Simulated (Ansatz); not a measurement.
Two G0W0 runs on MgH2 (P4_2/mnm).

The structure is tetragonal, space group P4_2/mnm (No. 136). The conventional cell has a = 4.517 Å, b = 4.517 Å, c = 3.021 Å, α = 90.00°, β = 90.00°, γ = 90.00°. Nearest to Mg lie 6 H at 1.95 Å. Nearest to H lie 3 Mg at 1.95 Å. Farther neighbours are not listed.

```xyz
6
Lattice="4.5168 0.0000 0.0000 0.0000 4.5168 0.0000 0.0000 0.0000 3.0205" Properties=species:S:1:pos:R:3 pbc="T T T"
Mg    0.0000    0.0000    0.0000
Mg    2.2584    2.2584    1.5103
H     1.3821    1.3821    0.0000
H     0.8763    3.6405    1.5103
H     3.1347    3.1347    0.0000
H     3.6405    0.8763    1.5103
```

The cell and positions come from the Crystallography Open Database and are kept as given unless a step says otherwise.

The first (Ansatz 0.2.0; start PBE, 4×4×6 mesh, 366 empty bands, screening to 190 eV, hard PAW files; 1 × NVIDIA H100 80GB HBM3 (shared by 3 runs) with 4 threads of AMD EPYC 7R13 (Zen 3), shared host) gave, on its mesh: starting gap 3.90 eV, G0W0 gap 5.97 eV, RPA ε∞ (mean) 3.66, 31 s.

Q: The second changes empty bands from 366 to 1036 and screening cutoff (eV) from 190.0 to 380. What does it give?

It gave: starting gap 3.90 eV, G0W0 gap 6.03 eV, RPA ε∞ (mean) 3.66, 2.9 min. The G0W0 gap moves by +0.06 eV, +0.00 eV from the start and +0.06 eV from the correction. Σc changes by −0.07 eV at the valence top and −0.01 eV at the conduction bottom, and Σx − Vxc between them by +0.00 eV.

Limits: not at the basis limit.

[Paths, hosts, dates, memory and timing lines, banners, echoed tables and standing remarks are left out of the program output.]

[Logs are printed without paths, hosts, clocks, repeated set-up lines and the standing remarks that a program may print on its own settings, such as how far it seeks lower states.]

[Runs of the session that timed out or met a known fault of the program may be left out.]

[Cells called generated may have been cut or substituted from an entry of the Crystallography Open Database or the Materials Project.]

[Hosts, paths, dates, database ids (printed as entryN), source tags and the programs' standing remarks are cut or masked in the printed files.]
